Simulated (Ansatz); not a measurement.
# Sb (Pm-3m, 1 atom in the cell): a soft mode frozen in, part 2 of 2

Wanted: the energy along a soft mode of Sb (Pm-3m, 1 atom in the cell) and the structure at the end.

Ansatz 0.2.0; DFT PBEsol, scalar-relativistic, plane waves, norm-conserving pseudopotentials.

So far, highest frequency on path, mesh or solved points (cm⁻¹): step 2 (response at finite wavevector) 127. Also lowest frequency on the path (cm⁻¹): step 2 -132.

This is not the structure that Sb takes at ambient pressure (space group No. 166); it is a model or a phase of other conditions.

## 6. Relaxing from the distorted cell

Starting from the lowest point found, all atoms and the cell are let go, so that strain and other modes of the same symmetry can join in.

Contents of input.yaml:

```yaml
crystal:
  lattice:
    - [3.0602051925, 3.0602051925, 0.0]
    - [3.0602051925, 0.0, 3.0602051925]
    - [3.0602051925, 0.0, -3.0602051925]
  atoms:
    - { symbol: Sb, position: [-0.026412947, 0.0132064735, 0.0396194206] }
    - { symbol: Sb, position: [0.026412947, 0.4867935265, 0.4603805794] }
kpoints:
  mp_grid: { grid: [12, 12, 12] }
hamiltonian:
  xc: pbesol
  pseudopotentials: { kind: nc }
scf:
  occupations: { method: methfessel_paxton, width: 0.15 }
output:
  forces: true
  stress: true
  eigenvalues: true
relax:
  adjacent_minimum: "off"
  f_tol: 0.002
  max_steps: 120
  cell: { stress_tol: 0.03 }
```

The run is started by

```console
$ ansatz run input.yaml --threads 4 --pin off --max-ram 7168MiB --backend cpu --events-out ev --progress --plain --runs-dir out
```

Log:

```text
[...]
Crystal: 2 atoms, lattice volume = 57.317 Å³
Basis set: ecut = 1088.45545 eV, 4645 PW (Γ), exchange–correlation on 96×96×96 points (8 copies of the dense FFT grid, shifted against one another)
Bands: 19, of which v1, the nominal top of the filled ones, is band 15 counted from 1 (14 counted from 0)
Symmetry: 12 space group operations
[...]
k-points: 189 of 1728
[...]
SCF iter   1: F=—  HF=-4939.525545 eV  |F-HF|=—  |Δ(HF+E_count)|=         —  Δρ=1.50e-2  dr2=9.91e-2  ethr=3.10e-3  ⟨swp⟩=5.5  Hψ=16838  notcnv=0
[...]
SCF iter   7: F=-4939.511492 eV  HF=-4939.511492 eV  |F-HF|=1.53e-8  |Δ(HF+E_count)|=   4.35e-8  S|Δr|=    0.00e0  Δρ=8.03e-6  dr2=2.74e-8  ethr=3.33e-10  ⟨swp⟩=6.6  Hψ=17744  notcnv=0
SCF 1 converged in 7 iterations: F = -4939.511492 eV  dr2 = 2.74e-8
relax step   1: F+E_penalty+E_count = -4939.51149171 eV  Δ(F+E_penalty+E_count) = +0.000e0 eV  max|allowed force component| = 7.720e-2 eV/Å  Δτ_max = 0.0000 Å  P = +1.911 GPa  Ω = 57.317 Å³  (7 SCF iters, dr2 threshold 1.00e-7 eV, accepted)
Crystal: 2 atoms, lattice volume = 60.435 Å³
Basis set: ecut = 1088.45545 eV, 4933 PW (Γ), exchange–correlation on 96×96×96 points (8 copies of the dense FFT grid, shifted against one another)
[...]
iter 1 solved again at ethr=6.87e-6 eV; its pass at ethr=3.10e-3 eV (dr2=2.06e-3 eV) is discarded
[...]
SCF iter   5: F=-4939.513061 eV  HF=-4939.513061 eV  |F-HF|=5.65e-9  |Δ(HF+E_count)|=   3.25e-7  S|Δr|=    0.00e0  Δρ=8.51e-6  dr2=3.15e-8  ethr=6.67e-10  ⟨swp⟩=7.4  Hψ=18245  notcnv=0
SCF 2 converged in 5 iterations: F = -4939.513061 eV  dr2 = 3.15e-8
relax step   2: F+E_penalty+E_count = -4939.51306061 eV  Δ(F+E_penalty+E_count) = -1.569e-3 eV  max|allowed force component| = 1.521e-1 eV/Å  Δτ_max = 0.0174 Å  P = -1.724 GPa  Ω = 60.435 Å³  energy of the carried Pulay correction = -2.150e-3 eV  (5 SCF iters, dr2 threshold 2.00e-7 eV, accepted)
Crystal: 2 atoms, lattice volume = 58.991 Å³
Basis set: ecut = 1088.45545 eV, 4819 PW (Γ), exchange–correlation on 96×96×96 points (8 copies of the dense FFT grid, shifted against one another)
[...]
SCF iter   4: F=-4939.526204 eV  HF=-4939.526204 eV  |F-HF|=2.72e-8  |Δ(HF+E_count)|=   5.30e-6  S|Δr|=    0.00e0  Δρ=2.68e-5  dr2=1.55e-7  ethr=6.67e-10  ⟨swp⟩=6.1  Hψ=21007  notcnv=0
SCF 3 converged in 4 iterations: F = -4939.526204 eV  dr2 = 1.55e-7
relax step   3: F+E_penalty+E_count = -4939.52620446 eV  Δ(F+E_penalty+E_count) = -1.314e-2 eV  max|allowed force component| = 3.882e-2 eV/Å  Δτ_max = 0.0125 Å  P = +0.016 GPa  Ω = 58.991 Å³  energy of the carried Pulay correction = -1.169e-3 eV  (4 SCF iters, dr2 threshold 2.00e-7 eV, accepted)
[...]
relax step   4: F+E_penalty+E_count = -4939.52671758 eV  Δ(F+E_penalty+E_count) = -5.131e-4 eV  max|allowed force component| = 1.475e-2 eV/Å  Δτ_max = 0.0164 Å  P = -0.113 GPa  Ω = 59.499 Å³  energy of the carried Pulay correction = -1.517e-3 eV  (4 SCF iters, dr2 threshold 9.42e-8 eV, accepted)
[...]
relax step   5: F+E_penalty+E_count = -4939.52705335 eV  Δ(F+E_penalty+E_count) = -3.358e-4 eV  max|allowed force component| = 1.725e-3 eV/Å  Δτ_max = 0.0042 Å  P = -0.015 GPa  Ω = 59.308 Å³  energy of the carried Pulay correction = -1.386e-3 eV  (4 SCF iters, dr2 threshold 4.02e-8 eV, accepted)
[...]
relax step   6: F+E_penalty+E_count = -4939.53004717 eV  Δ(F+E_penalty+E_count) = -2.994e-3 eV  max|allowed force component| = 1.725e-3 eV/Å  Δτ_max = 0.0000 Å  P = +0.137 GPa  Ω = 59.308 Å³  stress off target by 2.96e-1 GPa  SCF on the basis re-selected at this cell (its energy is not comparable with the rows above)  (6 SCF iters)
[...]
relax step   7: F+E_penalty+E_count = -4939.53016520 eV  Δ(F+E_penalty+E_count) = -1.180e-4 eV  max|allowed force component| = 1.465e-3 eV/Å  Δτ_max = 0.0027 Å  P = +0.014 GPa  Ω = 59.525 Å³  energy of the carried Pulay correction = -1.526e-4 eV  (4 SCF iters, dr2 threshold 2.00e-7 eV, accepted)
[...]
relax step   8: F+E_penalty+E_count = -4939.53015571 eV  Δ(F+E_penalty+E_count) = +9.488e-6 eV  max|allowed force component| = 9.844e-5 eV/Å  Δτ_max = 0.0001 Å  P = +0.000 GPa  Ω = 59.548 Å³  energy of the carried Pulay correction = -1.690e-4 eV  (4 SCF iters, dr2 threshold 5.34e-9 eV, accepted)
[...]
SCF iter   5: F=-4939.530343 eV  HF=-4939.530343 eV  |F-HF|=2.73e-12  |Δ(HF+E_count)|=  5.46e-12  S|Δr|=    0.00e0  Δρ=3.05e-8  dr2=7.31e-13  ethr=1.00e-12  ⟨swp⟩=5.9  Hψ=14247  notcnv=0
SCF 9 converged in 5 iterations: F = -4939.530343 eV  dr2 = 7.31e-13
relax step   9: F+E_penalty+E_count = -4939.53034334 eV  Δ(F+E_penalty+E_count) = -1.876e-4 eV  max|allowed force component| = 9.522e-5 eV/Å  Δτ_max = 0.0000 Å  P = +0.003 GPa  Ω = 59.548 Å³  stress off target by 1.96e-2 GPa  SCF on the basis re-selected at this cell (its energy is not comparable with the rows above)  (5 SCF iters)
[...]
SCF converged after 5 iterations
[...]
Free energy (F): -4939.530343 eV
[...]
Internal energy: -4939.531592 eV  (E = F + TS)
E sigma→0 (E₀):  -4939.530655 eV
Entropy (-TS):   0.001248 eV (0.624 meV/atom)
Fermi energy:    10.505946 eV
[...]
--- Forces (eV/Å), atoms counted from 1 ---
  atom   1  Sb    -0.00009522     0.00009522     0.00009522
  atom   2  Sb     0.00009522    -0.00009522    -0.00009522
  max |Σ_I F_I| component: 1.39e-17 eV/Å
--- Stress (GPa, compression-positive) ---
        0.003414      -0.008101      -0.008101
       -0.008101       0.003414       0.008101
       -0.008101       0.008101       0.003414
  P = ⅓ Tr σ = 0.0034 GPa (0.034 kbar)
--- Band table (eV; the first three rows and the last of 189) ---
  k-point 0: bands = [... 11 lower, 5.8118, 8.6003, 8.7322, 8.7322, 12.8841, 13.3697, 13.3697, 15.5397]
  k-point 1: bands = [... 11 lower, 5.4097, 8.7464, 8.7464, 8.8670, 12.7971, 13.1073, 13.1073, 15.4474]
  k-point 2: bands = [... 11 lower, 4.5338, 8.7942, 8.7942, 9.3355, 12.5011, 12.5011, 12.5615, 15.2617]
  k-point 188: bands = [... 11 lower, 0.9985, 5.7790, 6.5627, 9.5831, 11.0414, 15.0399, 15.1165, 16.1580]
--- Relaxed structure (7 steps of the walk, 7 accepted, 2 SCFs on fresh bases) ---
  F+E_penalty+E_count = -4939.53034334 eV   max|allowed force component| = 9.522e-5 eV/Å   (the final SCF, on the basis selected at the relaxed cell)
  cell:  # Å, volume = 59.5481 Å³
    - [3.057196, 3.057196, 0.0]
    - [3.057196, 0.0, 3.057196]
    - [3.142798, -0.085602, -3.142798]
  atoms:
    - { symbol: Sb, position: [-0.028314, 0.014157, 0.042471] }
    - { symbol: Sb, position: [0.028314, 0.485843, 0.457529] }
```

Elapsed: 80 s, on 4 threads of Arm Neoverse V2, shared host; peak memory 0.91 GiB; 5.3 min of CPU time.

The steps of the relaxation:

```tsv
step	energy less that of the first step (eV)	largest force component (eV/Å)	pressure (GPa)	volume (Å³)
1	0.0000	0.0772	1.91	57.32
2	-0.0016	0.1521	-1.72	60.43
3	-0.0147	0.0388	0.02	58.99
4	-0.0152	0.0148	-0.11	59.50
5	-0.0156	0.0017	-0.02	59.31
6*	-0.0186	0.0017	0.14	59.31
7	-0.0187	0.0015	0.01	59.53
8	-0.0187	0.0001	0.00	59.55
9*	-0.0189	0.0001	0.00	59.55
```

Relaxation steps marked * repeat the geometry before them on a plane-wave basis chosen anew for their cell, so energy and pressure can jump there.

The run keeps the 12 symmetry operations that the program found, so distortions that break them were not tested.

```tsv
conventional cell, symmetrised	before	after	change
a (Å)	4.328	4.324	-0.1 %
b (Å)	4.328	4.324	-0.1 %
c (Å)	10.601	11.035	+4.1 %
volume (Å³/atom)	28.66	29.77	+3.9 %
```

The atoms that moved most (Å, as changes of fractional coordinates times the final cell):

```tsv
atom	dx	dy	dz	length
Sb1	0.006	-0.006	-0.006	0.010
Sb2	-0.006	0.006	0.006	0.010
```

The relaxed structure:

```cif
data_structure
_symmetry_space_group_name_H-M 'P 1'
_symmetry_Int_Tables_number 1
_cell_length_a 4.3235
_cell_length_b 4.3235
_cell_length_c 4.4454
_cell_angle_alpha 90.000
_cell_angle_beta 60.903
_cell_angle_gamma 60.000
_cell_volume 59.55
loop_
_atom_site_label
_atom_site_type_symbol
_atom_site_fract_x
_atom_site_fract_y
_atom_site_fract_z
_atom_site_occupancy
Sb1 Sb 0.97169 0.01416 0.04247 1
Sb2 Sb 0.02831 0.48584 0.45753 1
```

Read from the output:

* pressure: 0.003414 GPa
* volume per atom: 29.77 Å³

The distorted start has space group R-3m; the relaxation ends in R-3m.

## 7. The new phase in its own primitive cell

The relaxed structure is symmetrised, reduced to its primitive cell and relaxed tightly, as its phonons need.

input.yaml, the sections that differ from step 6:

```yaml
crystal:
  lattice:
    - [2.1617642561, 1.2480951752, 3.6784131759]
    - [-2.1617642561, 1.2480951752, 3.6784131759]
    - [0.0, -2.4961903503, 3.6784131759]
  atoms:
    - { symbol: Sb, position: [0.7358428356, 0.7358428356, 0.7358428356] }
    - { symbol: Sb, position: [0.2641571644, 0.2641571644, 0.2641571644] }
relax:
  adjacent_minimum: "off"
  f_tol: 0.001
  max_steps: 60
  cell: { stress_tol: 0.01 }
# kpoints, hamiltonian, scf, output: as in step 6
```

Log:

```text
[...]
Crystal: 2 atoms, lattice volume = 59.548 Å³
Basis set: ecut = 1088.45545 eV, 4837 PW (Γ), exchange–correlation on 96×96×96 points (8 copies of the dense FFT grid, shifted against one another)
Bands: 19, of which v1, the nominal top of the filled ones, is band 15 counted from 1 (14 counted from 0)
Symmetry: 12 space group operations
[...]
k-points: 189 of 1728
[...]
k-point 188: bands = [... 11 lower, 1.3946, 9.2897, 9.2897, 10.0553, 10.5018, 10.5018, 11.4646, 17.8327]
--- Relaxed structure (3 steps of the walk, 3 accepted, 1 SCFs on fresh bases) ---
[...]
cell:  # Å, volume = 59.5573 Å³
    - [2.161438, 1.247907, 3.680095]
    - [-2.161438, 1.247907, 3.680095]
    - [0, -2.495814, 3.680095]
  atoms:
    - { symbol: Sb, position: [0.735820, 0.735820, 0.735820] }
    - { symbol: Sb, position: [0.264180, 0.264180, 0.264180] }
[key lines of the parts left out:]
SCF converged after 5 iterations
Free energy (F): -4939.530346 eV
Fermi energy:    10.505893 eV
P = ⅓ Tr σ = 0.0042 GPa (0.042 kbar)
```

Run time: 34 s. Hardware: 4 threads; peak memory 0.91 GiB; 2.2 min of CPU time.

Little changed from the start: no atom moved by 0.005 Å and no cell edge by 0.1 %.

Numbers from this step:

| Property | Result |
| --- | --- |
| pressure | 0.004209 GPa |
| volume per atom | 29.78 Å³ |

The largest force component left is 0.65 meV/Å and the pressure is 0.004 GPa, within the tolerances set. The cell now holds 29.78 Å³/atom.

## 8. Modes of the new phase

A relaxed structure may still be a saddle point, so its zone-centre modes are computed. No field response is asked, since the mesh shows no gap.

input.yaml, the sections that differ from step 7:

```yaml
crystal:
  lattice:
    - [2.161437969, 1.2479067932, 3.6800948854]
    - [-2.161437969, 1.2479067932, 3.6800948854]
    - [0.0, -2.4958135864, 3.6800948855]
  atoms:
    - { symbol: Sb, position: [0.735819903, 0.735819903, 0.735819903] }
    - { symbol: Sb, position: [0.264180097, 0.264180097, 0.264180097] }
output:
  eigenvalues: true
phonons:
  method: dfpt
# kpoints, hamiltonian, scf: as in step 7
# relax: removed
```

Log:

```text
[...]
Crystal: 2 atoms, lattice volume = 59.557 Å³
Basis set: ecut = 1088.45545 eV, 4837 PW (Γ), exchange–correlation on 96×96×96 points (8 copies of the dense FFT grid, shifted against one another)
Bands: 19, of which v1, the nominal top of the filled ones, is band 15 counted from 1 (14 counted from 0)
Symmetry: 12 space group operations
k-points: 476 of 1728 (irreducible under 2 space group operations, time reversal used)
[...]
SCF iter   1: F=—  HF=-4939.544551 eV  |F-HF|=—  |Δ(HF+E_count)|=         —  Δρ=1.48e-2  dr2=1.01e-1  ethr=3.10e-3  ⟨swp⟩=5.5  Hψ=42632  notcnv=0
[...]
SCF iter  10: F=-4939.530346 eV  HF=-4939.530346 eV  |F-HF|=0.00e0  |Δ(HF+E_count)|=  1.27e-11  S|Δr|=    0.00e0  Δρ=3.80e-8  dr2=1.28e-12  ethr=1.00e-12  ⟨swp⟩=7.1  Hψ=45884  notcnv=0
SCF 1 converged in 10 iterations: F = -4939.530346 eV  dr2 = 1.28e-12
DFPT response loops at Γ: preconditioner auto → Kerker (q_TF=auto, 2.434 Å⁻¹) (partly filled bands, converged f_vac=0.000); β = 1.00, the filter's whole step (`scf.mixing.beta` (0.50) is not read by the response loops under this deck's `scf.mixing.preconditioner`; to damp them name `kerker` or `kerker_dos`, under which they read `scf.mixing.beta`, and type it under 1.00, their step now; both keys bind the ground state too); Broyden in place of MSR1
the response loops of the zone centre start from zero, take more passes and end by a threshold: the memory limit or budget leaves too little room for the subspace of the ground state's own states beside the solves, or none could be made (phonons.method)
SCF converged after 10 iterations
[...]
Free energy (F): -4939.530346 eV
[...]
Internal energy: -4939.531596 eV  (E = F + TS)
E sigma→0 (E₀):  -4939.530659 eV
Entropy (-TS):   0.001250 eV (0.625 meV/atom)
Fermi energy:    10.505893 eV
[...]
--- Band table (eV; the first three rows and the last of 476) ---
  k-point 0: bands = [... 11 lower, 5.8084, 8.5945, 8.7320, 8.7320, 12.8794, 13.3661, 13.3661, 15.5406]
  k-point 1: bands = [... 11 lower, 5.4334, 8.6166, 8.7231, 8.9121, 12.7867, 13.1389, 13.1410, 15.2323]
  k-point 2: bands = [... 11 lower, 4.5718, 8.6366, 8.7067, 9.2683, 12.4155, 12.5839, 12.6006, 15.0805]
  k-point 475: bands = [... 11 lower, 1.3946, 9.2897, 9.2897, 10.0553, 10.5018, 10.5018, 11.4646, 17.8327]
--- Phonons (Γ-DFPT): 2 representative perturbations + reference, on 476 of 1728 k-points (Σ response iterations 14) ---
  k mesh reduced under 2 symmetry operations, with k and −k counted as one. Each operation leaves every solved perturbation unchanged. A smaller set is not used because it would not reduce the number of displacements times k-points to solve
  ASR residual: 1.878e-3 → 0.000e0 eV/Å²; symmetrization residual: 1.148e-4 eV/Å²
  ASR residual per site (eV/Å²): 1.88e-3 1.88e-3
  Γ frequencies (cm⁻¹): 0.00 0.00 0.00 93.26 93.26 142.26
  non-analytic LO–TO correction: not included (Born effective charges unavailable; polar crystals: no LO–TO splitting at Γ)
```

Elapsed: 3.2 min, on 4 threads; peak memory 5 GiB.

Read from the output:

* sum-rule residual before enforcement: 0.001878 eV/Å²
* point group: -3m
* highest optical mode at the zone centre (no LO-TO term): 142.3 cm⁻¹
* lowest optical zone-centre mode: 93.26 cm⁻¹

Patterns of degenerate modes are one choice out of their space. Modes at Γ:

```tsv
mode	frequency (cm⁻¹)	symmetry
1	0.0	acoustic
2	0.0	acoustic
3	0.0	acoustic
4	93.3	Eg
5	93.3	Eg
6	142.3	A1g
```

Displacements in mode 4 (93.3 cm⁻¹), the largest set to 1:
```
Sb1  0.00  1.00  0.00
Sb2  0.00 -1.00  0.00
```

Displacements in mode 6 (142.3 cm⁻¹), the largest set to 1:
```
Sb1  0.00  0.00  1.00
Sb2  0.00  0.00 -1.00
```

Before it was imposed, the acoustic sum rule was missed by 0.0019 eV/Å². Small misses are needed for a sound result but don't prove that mesh and cutoff are converged. The lowest optical mode is real, 93.3 cm⁻¹.

## 9. What came out

- unstable mode of the parent: q = (-0.5, -0.5, -0.5), 132i cm⁻¹
- depth at the lowest point sampled: 17.0 meV/atom
- largest atomic shift at that point: 0.14 Å
- space group reached: R-3m
- energy gained over the parent (first relaxation, on the mesh of the frozen mode): 26.5 meV/atom
- volume per atom, phase reached: 29.8 Å³
- lowest optical zone-centre mode, phase reached: 93.3 cm⁻¹
- highest optical mode at the zone centre (no LO-TO term), phase reached: 142 cm⁻¹

**Reading.** Along this mode the structure falls into R-3m, 26.5 meV/atom below the parent. At the parent's cell the well is 17.02 meV/atom deep on the steps tried, with its lowest point at a shift of 0.14 Å. Relaxing atoms and cell changes the gain by +9.51 meV/atom against the lowest step (energies at zero smearing). The new phase has no imaginary mode at the zone centre of its cell; other wavevectors were not checked. Of the 3 patterns followed from this parent, this one reaches the lowest energy. Each path keeps the symmetry of its pattern, so a lower phase may lie along a pattern not tried. With no gap, or one that is small against the smearing, the frequencies hang on the k mesh and the smearing, most of all near Kohn anomalies. Spin-orbit coupling is left out, which can matter for the heavy elements here. A phonon run warned that its eigensolver left some bands unconverged in a pass.

[Long decimals in the printed logs are rounded to 6 places.]

[Logs are printed without paths, hosts, clocks, repeated set-up lines and the standing remarks that a program may print on its own settings, such as how far it seeks lower states.]

[Hosts, paths, dates, database ids (printed as entryN), source tags and the programs' standing remarks are cut or masked in the printed files.]

[Where the starting crystal was built by hand or by swapping elements, it need not be the compound's stable phase.]
